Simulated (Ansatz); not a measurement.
# How fast states decay through Ga2S2O, part 2 of 3

A new crystal, Ga2S2O: structure, gap and complex bands. It is built by putting O for part of the S in the Ga2S3 structure of space group Imm2, with the volume rescaled by atomic radii. The parent structure comes from the Materials Project.

Ansatz 0.2.0; r2SCAN DFT, plane waves, PAW files (the session's first sound run).

So far. Step 2 (Cell and atoms at rest): The largest force component on a free atom ends at 0.0023 eV/Å.

The structure was built from a prototype and need not be the compound's stable phase.

## Step 3: The bulk crystal and its band edges

The energy window and the wavevectors of the next steps follow from the band edges, so these are searched first, off the mesh as well.

File input.yaml:

```yaml
crystal:
  lattice:
    - [-1.8339781093, 5.242024297, 2.6112122599]
    - [1.8339781093, -5.242024297, 2.6112122599]
    - [1.8339781093, 5.242024297, -2.6112122599]
  atoms:
    - { symbol: Ga, position: [0.1774000951, 0.0266329116, 0.1507671835] }
    - { symbol: Ga, position: [0.8758657282, 0.0266329116, 0.8492328165] }
    - { symbol: S, position: [0.9197577475, 0.255989457, 0.6637682905] }
    - { symbol: S, position: [0.5922211666, 0.255989457, 0.3362317095] }
    - { symbol: O, position: [0.1847542726, 0.1847542726, 0.0] }
kpoints:
  mp_grid: { grid: [8, 8, 8] }
  band_path: { path: [VBM, CBM], npoints: 30 }
scf:
  occupations: { method: fixed }
hamiltonian:
  xc: r2scan
output:
  eigenvalues: true
  write_potential: true
  write_density: true
  volumetric_format: npy
  elf: true
```

Run with:

```
$ ansatz run input.yaml --threads 2 --pin off --max-ram 4096MiB --backend cpu --events-out ev --progress --plain --runs-dir out
```

Numbers of over 12 decimals in the logs are rounded to 6 here.

The program printed:

```text
[...]
Crystal: 5 atoms, lattice volume = 100.414 Å³
Basis set: ecut = 500 eV, 2561 PW (Γ), exchange–correlation on 180×180×180 points (64 copies of the dense FFT grid, shifted against one another)
Bands: 27, of which v1, the nominal top of the filled ones, is band 22 counted from 1 (21 counted from 0)
Symmetry: 4 space group operations
[...]
k-points: 95 of 512 (time reversal used)
[...]
SCF iter   1: F=—  HF=-9963.756678 eV  |F-HF|=—  |Δ(HF+E_count)|=         —  Δρ=9.57e-3  dr2=5.32e-2  dr2_τ=8.55e-2  ethr=1.77e-3  ⟨swp⟩=4.6  Hψ=9694  notcnv=0  defer=254
[...]
SCF iter   8: F=-9963.792575 eV  HF=-9963.792575 eV  |F-HF|=2.59e-9  |Δ(HF+E_count)|=   1.78e-7  Δρ=4.17e-6  dr2=1.88e-8  dr2_τ=9.87e-10  ethr=2.27e-10  ⟨swp⟩=7.5  Hψ=11022  notcnv=0
SCF 1 converged in 8 iterations: F = -9963.792575 eV  dr2 = 1.88e-8
[...]
NSCF: frozen V_eff on 46 k-points
[...]
SCF converged after 8 iterations
Free energy (F): -9963.792575 eV
[...]
Internal energy: -9963.792575 eV  (E = F + TS)
E sigma→0 (E₀):  -9963.792575 eV
Fermi energy:    3.643790 eV
[...]
--- Band table (eV; the first three rows and the last of 95) ---
  k-point 0: bands = [... 18 lower, 2.3323, 3.4866, 3.5913, 3.6438, 6.9765, 8.2961, 9.8138, 10.5852, ... 1 higher]
  k-point 1: bands = [... 18 lower, 2.2048, 3.1953, 3.4525, 3.5533, 7.5226, 9.1065, 10.2868, 10.4796, ... 1 higher]
  k-point 2: bands = [... 18 lower, 2.2433, 2.6698, 3.2495, 3.4053, 8.2007, 9.6489, 10.0765, 10.1190, ... 1 higher]
  k-point 94: bands = [... 18 lower, 2.2791, 3.2160, 3.3172, 3.4551, 7.9165, 8.3014, 8.4308, 10.7522, ... 1 higher]
```

The job ended after 21 s (2 threads of AMD EPYC 9R45, shared host; peak memory 0.84 GiB; 40 s of CPU time).

Reading the cycles: dr2 is the Hartree energy of the density residual (eV), the measure of convergence; HF is the Harris–Foulkes estimate of the energy, which meets the free energy F at convergence.

This step gave:

```yaml
fermi_energy: 3.644 eV
gap_on_the_k_mesh: 3.333 eV
gap_on_path: 3.333 eV, by band count; negative where bands overlap
direct_gap_on_path: 3.333 eV
edge_places_on_path: 0, 0 1/A along the path
```

Levels at VBM (eV): -6.28, -3.70, -2.94, -2.19, -1.72, -1.31, -0.16, -0.05, 0.00, 3.33, 4.65, 6.17, 6.94, 7.44.

Electrostatic potential energy in the bc plane of the conventional cell at fractional x = 0.000, with atoms of Ga and S and O within 0.2 Å of it. With pseudopotentials it is smooth inside the atoms' cores, unlike the true potential.

Ten even steps from '0' (-32 eV) to '9' (11 eV), each cell a mean:
```
98533347899999999999986333478
98754568999999999999987544689
99887788999999999999998877889
99999999999999999999999999999
99999999999999999999999999999
99999999999999999999999999999
99999999988999999988999999999
99999999877889999877789999999
99999998411489998621368999999
58999986100169998301038999996
02887785011069998302037777850
01644466200379998510157544530
14533347755799999865675333352
87433337888999999998885333368
```
Columns run along b (10.5 Å; values clipped at the 3rd and 97th percentile), rows up along c (5.2 Å), edges of the conventional cell, whose origin can differ from the input's. Atoms in or near the plane, at fractional coordinates: Ga at (0.15, 0.03), Ga at (0.85, 0.03), S at (0.66, 0.26), S at (0.34, 0.26), O at (0.00, 0.18).

ELF in the bc plane of the conventional cell at fractional x = 0.000, with atoms of Ga and S and O within 0.2 Å of it. It is the smooth field of the valence electrons, not physical close to the nuclei.

Ten even steps from '_' (0.00) to '@' (0.93), each cell a mean:
```
--::....__..::....::----..________::----::..::..____..::--
..........::....__________________________....::..........
____..........______________________________..........____
________..______________________________________..________
__________________________________________________________
________________......______________......________________
______________::==++++--..________::==++++--..____________
--..________--++##%%##**==..____::++##%%%%**==..______..::
##++::____::++##%%######**--__..++######%%%%**==..__..==**
@@%%++....--##%%##::--##%%++..::##%%==::++%%%%++::..--##%%
##%%**::..--**@@##..::%%@@**..--%%@@++..==%%%%==::..==####
==##++::..::==%%%%##%%@@@@**..--%%@@@@##%%@@**::....--##**
####==..____::++%%@@@@@@@@++__::##@@@@@@%%##--..____::**##
##++::__..__..--++##%%%%**::__..++%%%%##**==::__..__..--**
```
Columns run along b (10.5 Å), rows up along c (5.2 Å), edges of the conventional cell, whose origin can differ from the input's. Atoms in or near the plane, at fractional coordinates: Ga at (0.15, 0.03), Ga at (0.85, 0.03), S at (0.66, 0.26), S at (0.34, 0.26), O at (0.00, 0.18).

Valence density in the bc plane of the conventional cell at fractional x = 0.000, with atoms of Ga and S and O within 0.2 Å of it. It is the smooth field of the valence electrons, not physical close to the nuclei.

Ten steps, logarithmic in the rise over the least value, from '_' (0 e/Å³) to '@' (39 e/Å³), each cell a mean:
```
____..==##++::______________________________..--****--..__
______..::....________________________________..::::..____
__________________________________________________________
__________________________________________________________
__________________________________________________________
__________________________________________________________
__________________________________________________________
________________........__________..........______________
..____________..::::::::..________..::::::....__________..
--::..______..::::::::::..______..::::..::::..________..--
++==::..__....::::....::::______..::::..::::....____..--++
**==::::--::..::::::::::..______..::::::::::..::--::::--++
==--::++%%**::..::::::..__________..::::::..::==####----==
::::::##@@%%--......__________________......::**@@@@==::::
```
Columns run along b (10.5 Å), rows up along c (5.2 Å), edges of the conventional cell, whose origin can differ from the input's. Atoms in or near the plane, at fractional coordinates: Ga at (0.15, 0.03), Ga at (0.85, 0.03), S at (0.66, 0.26), S at (0.34, 0.26), O at (0.00, 0.18).

The searched edges give 3.33 eV, as on the mesh.

## Step 4: Complex bands, plane (001), k-mesh 10×10×10

This step: r2SCAN DFT, plane waves, PAW files; complex bands by layer matching along the plane's normal (Ansatz 0.2.0).

The same crystal is laid in a cell whose first two vectors span the (001) plane (indices of the standard conventional cell, whose axes can be ordered otherwise than in the bulk input). At fixed energy and wavevector in the plane the solver finds all kz, real and complex. A few wavevectors are listed, (0, 0) and (0.5, 0) in units of the plane's reciprocal vectors; the slowest state needn't be among them.

File input.yaml:

```yaml
crystal:
  lattice:
    - [3.667956219, 0.0, 0.0]
    - [0.0, 10.484048594, 0.0]
    - [1.833978109, 5.242024297, 2.61121226]
  atoms:
    - { symbol: Ga, position: [0.9733670884, 0.1241342719, 0.0532658232] }
    - { symbol: Ga, position: [0.9733670884, 0.8225999049, 0.0532658232] }
    - { symbol: S, position: [0.744010543, 0.4077788334, 0.511978914] }
    - { symbol: S, position: [0.744010543, 0.0802422525, 0.511978914] }
    - { symbol: O, position: [0.8152457274, 0.8152457274, 0.3695085452] }
kpoints:
  mp_grid: { grid: [10, 10, 10] }
scf:
  occupations: { method: fixed }
hamiltonian:
  xc: r2scan
output:
  eigenvalues: true
  transmission:
    leads: [[0, 0]]
    kpoints: [[0.0, 0.0], [0.5, 0.0]]
    e_range: [-1.0, 4.33]
    de: 0.11
```

The program printed:

```text
[...]
Crystal: 5 atoms, lattice volume = 100.414 Å³
Basis set: ecut = 500 eV, 2561 PW (Γ), FFT grids on a1, a1+a2−2a3, a3, exchange–correlation on 108×160×180 points (64 copies of the dense FFT grid, shifted against one another)
Bands: 27, of which v1, the nominal top of the filled ones, is band 22 counted from 1 (21 counted from 0)
Symmetry: 4 space group operations
[...]
k-points: 171 of 1000 (time reversal used)
[...]
SCF iter   1: F=—  HF=-9963.756825 eV  |F-HF|=—  |Δ(HF+E_count)|=         —  Δρ=9.57e-3  dr2=5.32e-2  dr2_τ=8.55e-2  ethr=1.77e-3  ⟨swp⟩=4.5  Hψ=17445  notcnv=0  defer=456
[...]
SCF iter   8: F=-9963.792681 eV  HF=-9963.792681 eV  |F-HF|=2.48e-9  |Δ(HF+E_count)|=   1.78e-7  Δρ=4.18e-6  dr2=1.89e-8  dr2_τ=9.87e-10  ethr=2.27e-10  ⟨swp⟩=7.6  Hψ=19900  notcnv=0
SCF 1 converged in 8 iterations: F = -9963.792681 eV  dr2 = 1.89e-8
[...]
transmission: 4 of 8 steps passed
transmission: 8 of 8 steps passed
SCF converged after 8 iterations
Free energy (F): -9963.792681 eV
[...]
Internal energy: -9963.792681 eV  (E = F + TS)
E sigma→0 (E₀):  -9963.792681 eV
Fermi energy:    3.643764 eV
[...]
--- Band table (eV; the first three rows and the last of 171) ---
  k-point 0: bands = [... 18 lower, 2.3323, 3.4866, 3.5913, 3.6438, 6.9765, 8.2960, 9.8138, 10.5851, ... 1 higher]
  k-point 1: bands = [... 18 lower, 2.2802, 3.2294, 3.4357, 3.5617, 7.4151, 8.3874, 9.5841, 10.5360, ... 1 higher]
  k-point 2: bands = [... 18 lower, 2.3388, 2.9866, 3.3791, 3.4396, 7.7688, 8.4177, 9.2830, 10.8026, ... 1 higher]
  k-point 170: bands = [... 18 lower, 2.2667, 2.5541, 3.0529, 3.2022, 8.3745, 8.9313, 10.0358, 10.9700, ... 1 higher]
--- Transmission ---
  basis      : 403 plane waves across, 4 finite elements along
  points     : 2, as listed
  energies   : 49 from -1.000000 to 4.280000 eV about the Fermi level, 0.110000 eV apart; the leads are filled to 1.666378 eV, and channels, transmission and decay are at 1.640000 eV
  crystal 0  : Ga2O1S2, at the sites [0, 0], period 2.6112 Å: whole cells are its period
    offset         : up to 0.0000 Å between an atom of the period and one for which it stands
    channels       : 0.000000e0 a spin
    conductance    : none, the energies end too early or step too widely for 300 K: set another output.transmission.e_range or a lower de, or, where they end at an eighth of basis.ecutwfc, a higher one
    slowest decay  : 0.2851 /Å at (0.0000, 0.0000)
```

Run time: 68 s. Hardware: 2 threads; peak memory 1.6 GiB.

This step gave:

```
free energy                                               : -9963.7927 eV
level to which the leads are filled                       : 1.666 eV from the Fermi level
decay constant at the filling level, zone centre          : 0.2851 Å⁻¹
decay constant at the filling level, slowest listed point : 0.2851 Å⁻¹
```

K parallel (0, 0); values up to 1.5 1/Å, a degenerate pair printed once or twice; energies at which all values exceed this have no row. The Im kz of the slowest decaying states by energy, zero at the highest filled level on the SCF mesh:

| energy (eV) | decay 1 (Å⁻¹) | decay 2 (Å⁻¹) | decay 3 (Å⁻¹) | decay 4 (Å⁻¹) |
| --- | --- | --- | --- | --- |
| -1.0000 | 0.156 | 0.378 | 0.395 | 0.500 |
| -0.7800 | 0.109 | 0.338 | 0.377 | 0.500 |
| -0.4500 | 0.138 | 0.214 | 0.288 | 0.415 |
| -0.2300 | 0.230 | 0.274 | 0.932 | 1.04 |
| -0.0100 | 0.0716 | 0.266 | 0.283 | 0.331 |
| 0.2100 | 0.167 | 0.312 | 0.320 | 0.341 |
| 0.5400 | 0.229 | 0.359 | 0.402 | 0.442 |
| 0.7600 | 0.254 | 0.377 | 0.429 | 0.494 |
| 0.9800 | 0.270 | 0.390 | 0.449 | 0.533 |
| 1.2000 | 0.280 | 0.400 | 0.465 | 0.565 |
| 1.5300 | 0.285 | 0.408 | 0.481 | 0.602 |
| 1.7500 | 0.284 | 0.409 | 0.488 | 0.621 |
| 1.9700 | 0.278 | 0.407 | 0.493 | 0.638 |
| 2.3000 | 0.260 | 0.398 | 0.495 | 0.657 |
| 2.5200 | 0.242 | 0.389 | 0.493 | 0.648 |
| 2.7400 | 0.216 | 0.375 | 0.489 | 0.615 |
| 2.9600 | 0.179 | 0.357 | 0.482 | 0.579 |
| 3.2900 | 0.0651 | 0.318 | 0.464 | 0.518 |
| 3.5100 | 0.281 | 0.447 | 0.471 | 0.548 |
| 3.7300 | 0.226 | 0.416 | 0.424 | 0.504 |
| 3.9500 | 0.114 | 0.349 | 0.392 | 0.454 |
| 4.2800 | 0.0953 | 0.136 | 0.313 | 0.355 |

K parallel (0.5, 0); values up to 1.5 1/Å, a degenerate pair printed once or twice; energies at which all values exceed this have no row. Im kz of the slowest decaying states against energy, zero at the highest filled level on the SCF mesh:

| energy (eV) | decay 1 (Å⁻¹) | decay 2 (Å⁻¹) | decay 3 (Å⁻¹) | decay 4 (Å⁻¹) |
| --- | --- | --- | --- | --- |
| -1.0000 | 0.393 | 0.636 | 0.738 | 1.47 |
| -0.7800 | 0.305 | 0.355 | 0.540 | 0.627 |
| -0.4500 | 0.302 | 0.454 | 0.478 | 0.923 |
| -0.2300 | 0.111 | 0.356 | 0.495 | 0.972 |
| -0.0100 | 0.227 | 0.448 | 0.524 | 1.01 |
| 0.2100 | 0.291 | 0.483 | 0.545 | 1.03 |
| 0.5400 | 0.353 | 0.507 | 0.568 | 1.05 |
| 0.7600 | 0.383 | 0.515 | 0.578 | 1.07 |
| 0.9800 | 0.406 | 0.520 | 0.586 | 1.07 |
| 1.2000 | 0.425 | 0.521 | 0.590 | 1.08 |
| 1.5300 | 0.445 | 0.519 | 0.594 | 1.08 |
| 1.7500 | 0.455 | 0.516 | 0.594 | 1.09 |
| 1.9700 | 0.460 | 0.510 | 0.592 | 1.08 |
| 2.3000 | 0.463 | 0.499 | 0.586 | 1.08 |
| 2.5200 | 0.461 | 0.490 | 0.581 | 1.08 |
| 2.7400 | 0.455 | 0.479 | 0.574 | 1.06 |
| 2.9600 | 0.445 | 0.466 | 0.531 | 0.600 |
| 3.2900 | 0.420 | 0.444 | 0.481 | 0.619 |
| 3.5100 | 0.396 | 0.426 | 0.451 | 0.625 |
| 3.7300 | 0.360 | 0.406 | 0.419 | 0.629 |
| 3.9500 | 0.308 | 0.383 | 0.385 | 0.631 |
| 4.2800 | 0.133 | 0.324 | 0.341 | 0.634 |

At the listed wavevectors the last open channel is at -0.01 eV and the next at +3.40 eV on the grid. At +1.64 eV, the grid energy nearest the filling level (the middle of the gap on the SCF mesh), the slowest state at the listed wavevectors decays with κ = 0.285 Å⁻¹, its amplitude falling by e over 3.5 Å. Through 1 nm of this crystal that state's transmission falls by exp(−2 × 0.285 Å⁻¹ × 10 Å) = 0.0033.

## Step 5: Decaying states in the gap, plane (010), k-mesh 8×8×8

The same for the (010) plane, at (0, 0) and (0.5, 0), to see how the decay depends on direction.

File input.yaml:

```yaml
crystal:
  lattice:
    - [5.22242452, 0.0, 0.0]
    - [0.0, 3.667956219, 0.0]
    - [2.61121226, 1.833978109, 5.242024297]
  atoms:
    - { symbol: Ga, position: [0.8758657282, 0.8492328165, 0.301534367] }
    - { symbol: Ga, position: [0.1774000951, 0.1507671835, 0.6984656331] }
    - { symbol: S, position: [0.5922211666, 0.3362317095, 0.3275365809] }
    - { symbol: S, position: [0.9197577475, 0.6637682905, 0.6724634191] }
    - { symbol: O, position: [0.1847542726, 0.0, 0.0] }
kpoints:
  mp_grid: { grid: [8, 8, 8] }
scf:
  occupations: { method: fixed }
hamiltonian:
  xc: r2scan
output:
  eigenvalues: true
  transmission:
    leads: [[0, 0]]
    kpoints: [[0.0, 0.0], [0.5, 0.0]]
    e_range: [-1.0, 4.33]
    de: 0.13
```

The program printed:

```text
[...]
Crystal: 5 atoms, lattice volume = 100.414 Å³
Basis set: ecut = 500 eV, 2561 PW (Γ), exchange–correlation on 160×108×180 points (64 copies of the dense FFT grid, shifted against one another)
Bands: 27, of which v1, the nominal top of the filled ones, is band 22 counted from 1 (21 counted from 0)
Symmetry: 4 space group operations
[...]
k-points: 95 of 512 (time reversal used)
[...]
SCF iter   1: F=—  HF=-9963.756709 eV  |F-HF|=—  |Δ(HF+E_count)|=         —  Δρ=9.57e-3  dr2=5.32e-2  dr2_τ=8.55e-2  ethr=1.77e-3  ⟨swp⟩=4.5  Hψ=9691  notcnv=0  defer=256
[...]
SCF iter   8: F=-9963.792575 eV  HF=-9963.792575 eV  |F-HF|=2.65e-9  |Δ(HF+E_count)|=   1.79e-7  Δρ=4.16e-6  dr2=1.87e-8  dr2_τ=9.75e-10  ethr=2.27e-10  ⟨swp⟩=7.5  Hψ=11101  notcnv=0
SCF 1 converged in 8 iterations: F = -9963.792575 eV  dr2 = 1.87e-8
[...]
transmission: 8 of 16 steps passed
transmission: 16 of 16 steps passed
SCF converged after 8 iterations
Free energy (F): -9963.792575 eV
[...]
Internal energy: -9963.792575 eV  (E = F + TS)
E sigma→0 (E₀):  -9963.792575 eV
Fermi energy:    3.643789 eV
[...]
--- Band table (eV; the first three rows and the last of 95) ---
  k-point 0: bands = [... 18 lower, 2.3323, 3.4866, 3.5913, 3.6438, 6.9765, 8.2961, 9.8138, 10.5852, ... 1 higher]
  k-point 1: bands = [... 18 lower, 2.5155, 3.1934, 3.5392, 3.6330, 7.2283, 8.2325, 9.9214, 10.2989, ... 1 higher]
  k-point 2: bands = [... 18 lower, 2.6050, 2.8108, 3.3919, 3.5956, 7.7062, 8.1070, 9.4510, 10.4180, ... 1 higher]
  k-point 94: bands = [... 18 lower, 2.2410, 2.6097, 3.0093, 3.2527, 8.3621, 8.9490, 10.3007, 11.1644, ... 1 higher]
--- Transmission ---
  basis      : 203 plane waves across, 8 finite elements along
  points     : 2, as listed
[...]
crystal 0  : O1Ga2S2, at the sites [0, 0], period 5.2420 Å: whole cells are its period
[...]
channels       : 0.000000e0 a spin
[...]
slowest decay  : 0.2380 /Å at (0.0000, 0.0000)
```

Wall time 20 s (2 threads); peak memory 0.84 GiB.

This step gave:

* free energy: -9963.7926 eV
* decay constant at the filling level, zone centre: 0.2380 Å⁻¹
* decay constant at the filling level, slowest listed point: 0.238 Å⁻¹

K parallel (0, 0); values up to 1.5 1/Å, a degenerate pair printed once or twice; energies at which all values exceed this have no row. The Im kz of the slowest decaying states by energy, zero at the highest filled level on the SCF mesh:

| energy (eV) | decay 1 (Å⁻¹) | decay 2 (Å⁻¹) | decay 3 (Å⁻¹) | decay 4 (Å⁻¹) |
| --- | --- | --- | --- | --- |
| -1.00 | 0.152 | 1.05 | 1.36 | 1.37 |
| -0.61 | 0.162 | 0.949 | 1.32 | 1.33 |
| -0.22 | 0.0704 | 0.160 | 0.802 | 1.28 |
| 0.04 | 0.123 | 0.166 | 0.237 | 0.347 |
| 0.17 | 0.145 | 0.259 | 0.272 | 0.537 |
| 0.56 | 0.195 | 0.301 | 0.459 | 0.655 |
| 0.95 | 0.222 | 0.325 | 0.621 | 0.712 |
| 1.34 | 0.236 | 0.338 | 0.747 | 0.859 |
| 1.60 | 0.238 | 0.342 | 0.727 | 0.796 |
| 1.99 | 0.234 | 0.341 | 0.733 | 0.821 |
| 2.38 | 0.217 | 0.335 | 0.745 | 0.786 |
| 2.77 | 0.183 | 0.322 | 0.686 | 0.759 |
| 3.16 | 0.111 | 0.303 | 0.606 | 0.784 |
| 3.55 | 0.277 | 0.518 | 0.776 | 0.837 |
| 3.94 | 0.240 | 0.385 | 0.765 | 0.800 |
| 4.33 | 0.0505 | 0.197 | 0.750 | 0.762 |

K parallel (0.5, 0); values up to 1.5 1/Å, a degenerate pair printed once or twice; energies at which all values exceed this have no row. Table of Im kz of the slowest decaying states by energy, zero at the highest filled level on the SCF mesh:

| energy (eV) | decay 1 (Å⁻¹) | decay 2 (Å⁻¹) | decay 3 (Å⁻¹) | decay 4 (Å⁻¹) |
| --- | --- | --- | --- | --- |
| -1.00 | 0.130 | 0.374 | 0.574 | - |
| -0.74 | 0.462 | 0.559 | - | - |
| -0.61 | 0.466 | 0.550 | - | - |
| -0.35 | 0.0954 | 0.402 | 0.526 | - |
| -0.09 | 0.106 | 0.440 | 0.488 | - |
| 0.04 | 0.251 | 0.464 | 0.514 | - |
| 0.30 | 0.399 | 0.418 | 0.594 | 1.48 |
| 0.43 | 0.403 | 0.444 | 0.621 | 1.46 |
| 0.69 | 0.389 | 0.502 | 0.661 | 1.44 |
| 0.95 | 0.382 | 0.536 | 0.689 | 1.41 |
| 1.08 | 0.379 | 0.548 | 0.700 | 1.40 |
| 1.34 | 0.375 | 0.564 | 0.718 | 1.37 |
| 1.60 | 0.369 | 0.573 | 0.731 | 1.35 |
| 1.73 | 0.366 | 0.576 | 0.736 | 1.33 |
| 1.99 | 0.358 | 0.578 | 0.744 | 1.30 |
| 2.25 | 0.348 | 0.576 | 0.748 | 1.27 |
| 2.38 | 0.342 | 0.573 | 0.749 | 1.26 |
| 2.64 | 0.328 | 0.566 | 0.750 | 1.23 |
| 2.90 | 0.310 | 0.555 | 0.749 | 1.19 |
| 3.03 | 0.299 | 0.548 | 0.747 | 1.18 |
| 3.29 | 0.273 | 0.532 | 0.743 | 1.14 |
| 3.42 | 0.256 | 0.522 | 0.740 | 0.740 |
| 3.68 | 0.212 | 0.500 | 0.734 | 1.08 |
| 3.94 | 0.129 | 0.472 | 0.725 | 1.04 |
| 4.07 | 0.456 | 0.720 | 1.01 | - |
| 4.33 | 0.423 | 0.709 | 0.960 | - |

At the listed wavevectors the last open channel is at -0.09 eV and the next at +3.42 eV on the grid. At +1.73 eV, the grid energy nearest the filling level (the middle of the gap on the SCF mesh), the slowest state at the listed wavevectors decays with κ = 0.238 Å⁻¹, its amplitude falling by e over 4.2 Å; the first such run, plane (001), gave 0.285 Å⁻¹.

(Part 2 of 3 ends here.)

[Logs are printed without paths, hosts, clocks, repeated set-up lines and the standing remarks that a program may print on its own settings, such as how far it seeks lower states.]

[Hosts, paths, dates, database ids (printed as entryN), source tags and the programs' standing remarks are cut or masked in the printed files.]
